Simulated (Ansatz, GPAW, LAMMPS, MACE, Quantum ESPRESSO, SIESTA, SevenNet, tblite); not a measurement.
## Glassy 75SrO-25TiO2 (mol %) (63 atoms) in GPAW

Aim: run glassy 75SrO-25TiO2 (mol %) (63 atoms) in GPAW and see how near its forces come to a plane-wave reference, and at what cost.

Calculated with GPAW 26.7.0; the method is named at each step.

**1. The structure**

The cell holds 63 atoms: 21 Sr, 7 Ti and 35 O. Cell: a = 9.996 Å, b = 9.996 Å, c = 9.996 Å, α = 90.0°, β = 90.0°, γ = 90.0°. 63 atoms (21 Sr, 7 Ti, 35 O) placed at random at 4.92 g/cm³, melted at 4000 K for 10 ps at fixed volume with the Morse and Coulomb pair potential with partial charges (Pedone, Malavasi, Menziani, Cormack and Segre, J. Phys. Chem. B 110, 11780 (2006)). Quenched from 4000 K to 300 K at 25 K/ps and fixed volume, held 10 ps at zero pressure.

The yardstick, on the same geometry:

```
method                                           : Kohn-Sham DFT, PBE, PAW, plane waves (Ansatz 0.2.0); cutoff 420 eV, Γ point, fermi-dirac smearing of 0.05 eV; PAW set soft_2
r.m.s. force component                           : 0.6482 eV/Å
longest force                                    : 1.942 eV/Å
pressure                                         : -0.4079 GPa
gap (highest filled to lowest empty level) : 2.442 eV
SCF cycles                                       : 11
time                                             : 15 s on 4 threads of Arm Neoverse V1, shared host
CPU time                                         : 55 s
```

**2. PBE, grid h 0.2 Å**

Method: Kohn-Sham DFT, PBE, PAW, finite differences on a real-space grid.

run.py reads:

```python
import numpy as np
from ase.io import read
from gpaw import GPAW, FermiDirac
from ase.parallel import parprint as print

atoms = read("structure.xyz")
atoms.calc = GPAW(
    mode="fd",
    h=0.2,
    xc="PBE",
    kpts={"size": (1, 1, 1), "gamma": True},
    occupations=FermiDirac(0.05),
    maxiter=200,
    symmetry={"point_group": False},
    nbands=299,
    txt="gpaw.txt",
)
energy = atoms.get_potential_energy(force_consistent=True)
forces = atoms.get_forces()
print(f"energy {energy:.6f} eV")
print("forces (eV/A)")
for i, (a, f) in enumerate(zip(atoms, forces)):
    print(f"{i:4d} {a.symbol:2s} {f[0]:10.5f} {f[1]:10.5f} {f[2]:10.5f}")
print(f"Fermi level {atoms.calc.get_fermi_level():.4f} eV")
for k in range(len(atoms.calc.get_ibz_k_points())):
    for s in range(atoms.calc.get_number_of_spins()):
        e = atoms.calc.get_eigenvalues(kpt=k, spin=s)
        n = np.searchsorted(e, atoms.calc.get_fermi_level())
        print(f"k {k} spin {s} levels about the Fermi level:", np.round(e[max(n - 6, 0):n], 4).tolist(), "|", np.round(e[n:n + 6], 4).tolist())
```

structure.xyz reads:

```xyz
63
Lattice="9.99563 0.00000 0.00000 0.00000 9.99563 0.00000 0.00000 0.00000 9.99563" Properties=species:S:1:pos:R:3 pbc="T T T"
Sr 5.41923 9.80631 8.23360
Sr 3.13393 7.38677 2.96870
Sr 2.21233 8.85883 9.63029
Sr 0.95048 0.21441 6.28075
Sr 5.07498 7.02503 6.32563
Sr 9.43947 1.94345 0.85013
Sr 8.97188 9.31953 9.80741
Sr 6.19119 3.79744 0.07807
Sr 0.63912 3.15932 7.73902
Sr 4.33041 4.08272 6.76754
Sr 3.15782 2.04621 9.11621
Sr 2.74100 0.98017 2.41065
Sr 4.13549 0.39203 5.46011
Sr 6.05005 0.87192 1.81011
Sr 5.51899 6.77574 0.39553
Sr 1.72784 3.50567 4.27333
Sr 7.75441 1.58361 4.34970
Sr 8.48519 5.77398 8.64062
Sr 6.82801 7.93243 3.62671
Sr 1.81621 6.57093 7.94852
Sr 0.66131 6.92587 5.14855
Ti 9.88578 9.34062 3.19880
Ti 7.98771 8.67261 6.66139
Ti 2.30019 4.88127 0.84933
Ti 9.54263 5.72190 2.11817
Ti 5.30268 4.20996 3.28666
Ti 7.52731 2.14156 7.82138
Ti 8.10935 4.87437 5.41733
O 9.47256 7.42555 2.72831
O 6.21198 9.22627 5.88843
O 7.92234 5.83485 1.21527
O 2.87055 5.87633 5.74779
O 8.83884 9.12421 5.04040
O 8.49269 3.31985 8.85243
O 6.34533 4.60599 4.78511
O 2.92092 6.68108 0.45720
O 5.17274 6.05625 3.02978
O 8.02789 9.84640 2.42314
O 4.73283 9.32043 3.26787
O 1.50054 8.88002 4.08192
O 6.50356 3.10424 2.46252
O 3.36493 8.66711 7.37238
O 4.13229 4.21736 1.46416
O 0.92190 0.82574 8.75067
O 7.62167 6.69497 5.85614
O 4.12760 0.31066 0.27218
O 7.16227 8.17023 8.38853
O 5.79707 5.42963 8.27258
O 7.89745 3.20600 6.21848
O 8.99547 4.90346 3.76395
O 1.52113 5.45152 2.69202
O 9.73075 8.09866 7.49063
O 5.67682 2.17465 7.68254
O 8.22790 0.60993 7.12009
O 2.50620 2.15516 6.48536
O 0.76896 9.67337 1.59100
[... 3 atom lines left out ...]
O 9.71755 5.08888 6.45728
O 4.23685 2.81687 4.03544
O 1.59430 3.03797 1.39219
O 2.63995 4.38288 9.05484
```

On the command line:

```bash
OMP_NUM_THREADS=1 mpirun -np 2 gpaw python run.py > output.txt
```

The log of the run:

```text
energy -441.071395 eV
forces (eV/A)
   0 Sr    0.90807    0.01561    0.97294
   1 Sr    0.00924   -0.78683   -0.09797
   2 Sr    0.41751    1.29834    0.53623
   3 Sr   -0.82896   -0.55309    0.40484
   4 Sr    0.48199   -0.37611    0.25158
   5 Sr    1.02048    1.39047    0.97139
   6 Sr   -1.09596   -0.91961   -1.09642
   7 Sr    0.09676   -0.58413    0.40638
   8 Sr   -0.07580    0.67359   -0.00136
   9 Sr    0.35545   -0.74708   -0.67278
  10 Sr   -0.72216    0.49372   -0.05861
  11 Sr   -0.37933    0.19384   -0.14214
  12 Sr    0.35458    0.35669   -0.81330
  13 Sr   -1.24312   -0.43608   -0.84950
  14 Sr   -0.36198   -0.36055   -0.11514
  15 Sr   -0.09810    0.88951   -0.72827
  16 Sr    0.58038    0.01856    0.81357
  17 Sr   -0.58422    0.83178   -0.21656
  18 Sr    0.73697   -0.46093    0.12130
  19 Sr    0.69492   -1.41323   -0.19378
  20 Sr   -1.19414   -0.78970   -0.82430
  21 Ti   -0.23551    1.11492   -0.23180
  22 Ti    0.14022   -0.97426   -0.31226
  23 Ti    0.19240   -1.27552    1.37067
[...]
55 O     0.40207    0.00948   -1.25646
  56 O     0.75233   -0.12915   -1.62241
  57 O     0.28182    0.71433    0.36880
  58 O     0.45172   -0.19251    0.04197
  59 O     1.14601   -0.15388    1.08061
  60 O    -1.09682   -0.19829    0.31466
  61 O     0.15792   -0.60196   -0.25456
  62 O    -0.69599   -0.23820   -1.71760
Fermi level 6.6178 eV
k 0 spin 0 levels about the Fermi level: [4.8117, 4.8182, 4.9992, 5.0279, 5.0598, 5.4259] | [7.8774, 7.9132, 7.9941, 8.0516, 8.2534, 8.2947]
```

gpaw.txt:

```text
Input parameters:
  mode=FD(),
  h=0.2,
  kpts=MonkhorstPack(size=(1, 1, 1), gamma=True),
  maxiter=200,
  nbands=299,
  occupations=Occupations(name='fermi-dirac', width=0.05, fixmagmom=False),
  symmetry=Symmetry(point_group=False),
  xc=XC(name='PBE')
Diagonalizing LCAO Hamiltonian
Converting LCAO to fd mode
       .------------------------.
      /|    Sr               Sr |
     / |            Sr          |
    /  |                O       |
   /   |  O    O          Sr  O |
  /    | Sr        O  O O Ti    |
 *     |  Sr      SrO        O  |
 |  Or |      Sr O   Ti O   O   |
 |     Sr O O     O             |
 |     | O          O OOTi O   Ti
 |  Sr | O   Sr              O  |
 |     Sr   Sr    O       O     |
 |     .---------Ti--Sr-----Ti--.
 |O   /     O      Or   O      /
 |   O    Ti  O               /
 |  /  OSr       Sr          /
 | /               Sr     Sr/
 |/         O              /
 *------------------------*
Unit cell  # Å
[... lines left out ...]
  Converge bands: occupied
[... lines left out ...]
  Fermi-Dirac:
[... lines left out ...]
xc functional:
  name: PBE with 2 nearest neighbor stencil
interpolation: tri-quintic # 5. degree polynomial
Initialization done in: 9.740 s
convergence criteria:
- Maximum [total energy] change in last 3 cyles: 0.0005 eV / valence electron
- Maximum integral of absolute [dens]ity change: 0.0001 electrons / valence electron
- Maximum integral of absolute [eigenst]ate change: 4e-08 eV^2 / valence electron
maximum number of iterations: 200
SCF iterations
|iter     |      energy | eigst |  dens |
|---------|-------------|-------|-------|
|iter:   1| -509.231304 | +0.61 |       |
|iter:   2| -487.633041 | -0.16 | -0.85 |
|iter:   3| -439.863286 | +0.52 | -0.92 |
|iter:   4| -440.873586 | -0.18 | -1.39 |
|iter:   5| -440.769532 | -0.75 | -1.56 |
|iter:   6| -441.075525 | -1.26 | -1.79 |
|iter:   7| -441.059127 | -1.96 | -2.26 |
|iter:   8| -441.068145c| -2.48 | -2.64 |
|iter:   9| -441.071248c| -3.00 | -2.95 |
|iter:  10| -441.071190c| -3.59 | -3.23 |
|iter:  11| -441.071325c| -4.00 | -3.52 |
|iter:  12| -441.071368c| -4.67 | -3.79 |
|iter:  13| -441.071380c| -5.10 | -4.11c|
|iter:  14| -441.071391c| -5.47 | -4.47c|
|iter:  15| -441.071393c| -6.01 | -4.75c|
|iter:  16| -441.071395c| -6.43 | -5.04c|
|iter:  17| -441.071395c| -6.90 | -5.35c|
|iter:  18| -441.071395c| -7.28 | -5.60c|
|iter:  19| -441.071395c| -7.46c| -5.94c|
Converged in 19 steps
SCF loop duration: 228.326 s (12.017 s/step)
Energy contributions relative to reference atoms: (reference = -2050430.100677)
Energy contributions:
  Kinetic:         508.931547
  Coulomb:        -514.012424
  Zero:             21.542327
  External:          0.000000
  Xc:             -457.532846
  Entropy:          -0.000000
  Spinorbit:         0.000000
  ----------------------------
  Free energy:    -441.071395
  Extrapolated:   -441.071395
dipole moment: (32.284820, 10.244856, -23.553571)  # |e|*Ang
Fermi level: 6.618
Eigenvalues  # (at kpt = [0.000, 0.000, 0.000])
| band index |      eig [eV] | occ [0-2] |
|------------|---------------|-----------|
|          0 |       -51.495 |     2.000 |
|        ... |               |           |
|        244 |         4.717 |     2.000 |
|        245 |         4.751 |     2.000 |
[...]
|        259 |         8.350 |     0.000 |
|        ... |               |           |
|        298 |        10.830 |     0.000 |
Gap: 2.452 eV
Transition (v -> c):
  (s=0, k=0, n=251, [0.00, 0.00, 0.00]) -> (s=0, k=0, n=252, [0.00, 0.00, 0.00])
No difference between direct/indirect transitions
Force computation time: 6.656  # s
```

Elapsed: 4.1 min, on 2 MPI ranks of Arm Neoverse V1, shared host; peak memory 1.8 GiB; 8.2 min of CPU time.

Banners, paths, timers and routine set-up lines are dropped from the logs unmarked, and long logs keep their key lines alone; longer cuts are marked.

Against the reference:

- r.m.s. force component: 0.6681 eV/Å
- r.m.s. difference of force components: 55.2 meV/Å
- longest difference of force vectors: 182.4 meV/Å
- force difference over r.m.s. force: 8.515 %
- slope of forces against the reference's: 1.028
- correlation of force components: 0.9969
- gap (highest filled to lowest empty level): 2.451 eV
- gap difference: 0.0092 eV

Length of the force difference by element (eV/Å):

```csv
element,atoms,mean,most
O,35,0.11,0.18
Sr,21,0.027,0.059
Ti,7,0.095,0.16
```

Levels nearest the highest filled one (eV from it): -0.61, -0.61, -0.43, -0.40, -0.37, 0.00, 2.45, 2.49, 2.57, 2.63, 2.83, 2.87.

Local excerpt of 9 atoms (numbers count through the whole input) about Sr6, which bears the longest force; x, y, z are measured from there.

```csv
atom,x,y,z,distance (Å),bonds,Fx,Fy,Fz (eV/Å)
Sr6,0.00,0.00,0.00,0.00,7,1.02,1.39,0.97
O62,2.15,1.09,0.54,2.47,5,0.16,-0.60,-0.25
O34,-0.95,1.38,-1.99,2.60,5,0.54,0.52,0.71
O59,-2.25,-0.71,-1.17,2.63,6,0.45,-0.19,0.04
O56,1.33,-2.27,0.74,2.73,5,0.40,0.01,-1.26
O44,1.48,-1.12,-2.10,2.80,6,-0.27,0.38,0.67
Sr7,-0.47,-2.62,-1.04,2.86,7,-1.10,-0.92,-1.10
O38,-1.41,-2.09,1.57,2.97,6,0.45,-0.11,-0.22
O58,0.67,-0.72,2.90,3.06,6,0.28,0.71,0.37
```

Atoms are counted from 1 here, from 0 in the log.

Forces lie 8.5 % from the reference's, at 9.0 times its CPU time (on 2 against 4 cores).

Further runs of this program without a result: GPAW PBE, LCAO dzp, h 0.18 Å (cut off at its time limit); GPAW PBE, LCAO sz(dzp), h 0.18 Å (cut off at its time limit); GPAW revPBE, LCAO dzp, h 0.18 Å (cut off at its time limit); GPAW PBE, LCAO dzp, h 0.16 Å (cut off at its time limit).

**3. Results**

```
force difference from the reference : GPAW PBE, grid h 0.2 Å, 8.5 %
its CPU time                        : 8.2 min
```

What this shows: PBE on plane waves or a grid with other potentials, cutoffs or grids differs from the reference by 8.5 % (GPAW PBE, grid h 0.2 Å) of the r.m.s. force; potentials, valence shells or grid differ, and the table alone doesn't part them. PBE gaps agree with the reference's 2.44 eV within 0.010 eV. The quench rate of 25 K/ps is many orders above laboratory rates, so the cell is likely richer in defects and strain than a real sample. The network of bonds at the start is that of the classical potential that made the cell, and needn't be the one that DFT or experiment would give. The reference's stress is far from hydrostatic: its diagonal is -1.8, 1.5, -0.9 GPa, compression counted positive. The electronic-structure runs sample only Γ, in a cell whose shortest periodic width is 10 Å.

[Also dropped from logs without a mark: logging warnings of Python, and SIESTA's first energy breakdown and zero terms.]

[Logs are printed without paths, hosts, clocks, repeated set-up lines and the standing remarks that a program may print on its own settings, such as how far it seeks lower states.]

[Hosts, paths, dates, database ids (printed as entryN), source tags and the programs' standing remarks are cut or masked in the printed files.]
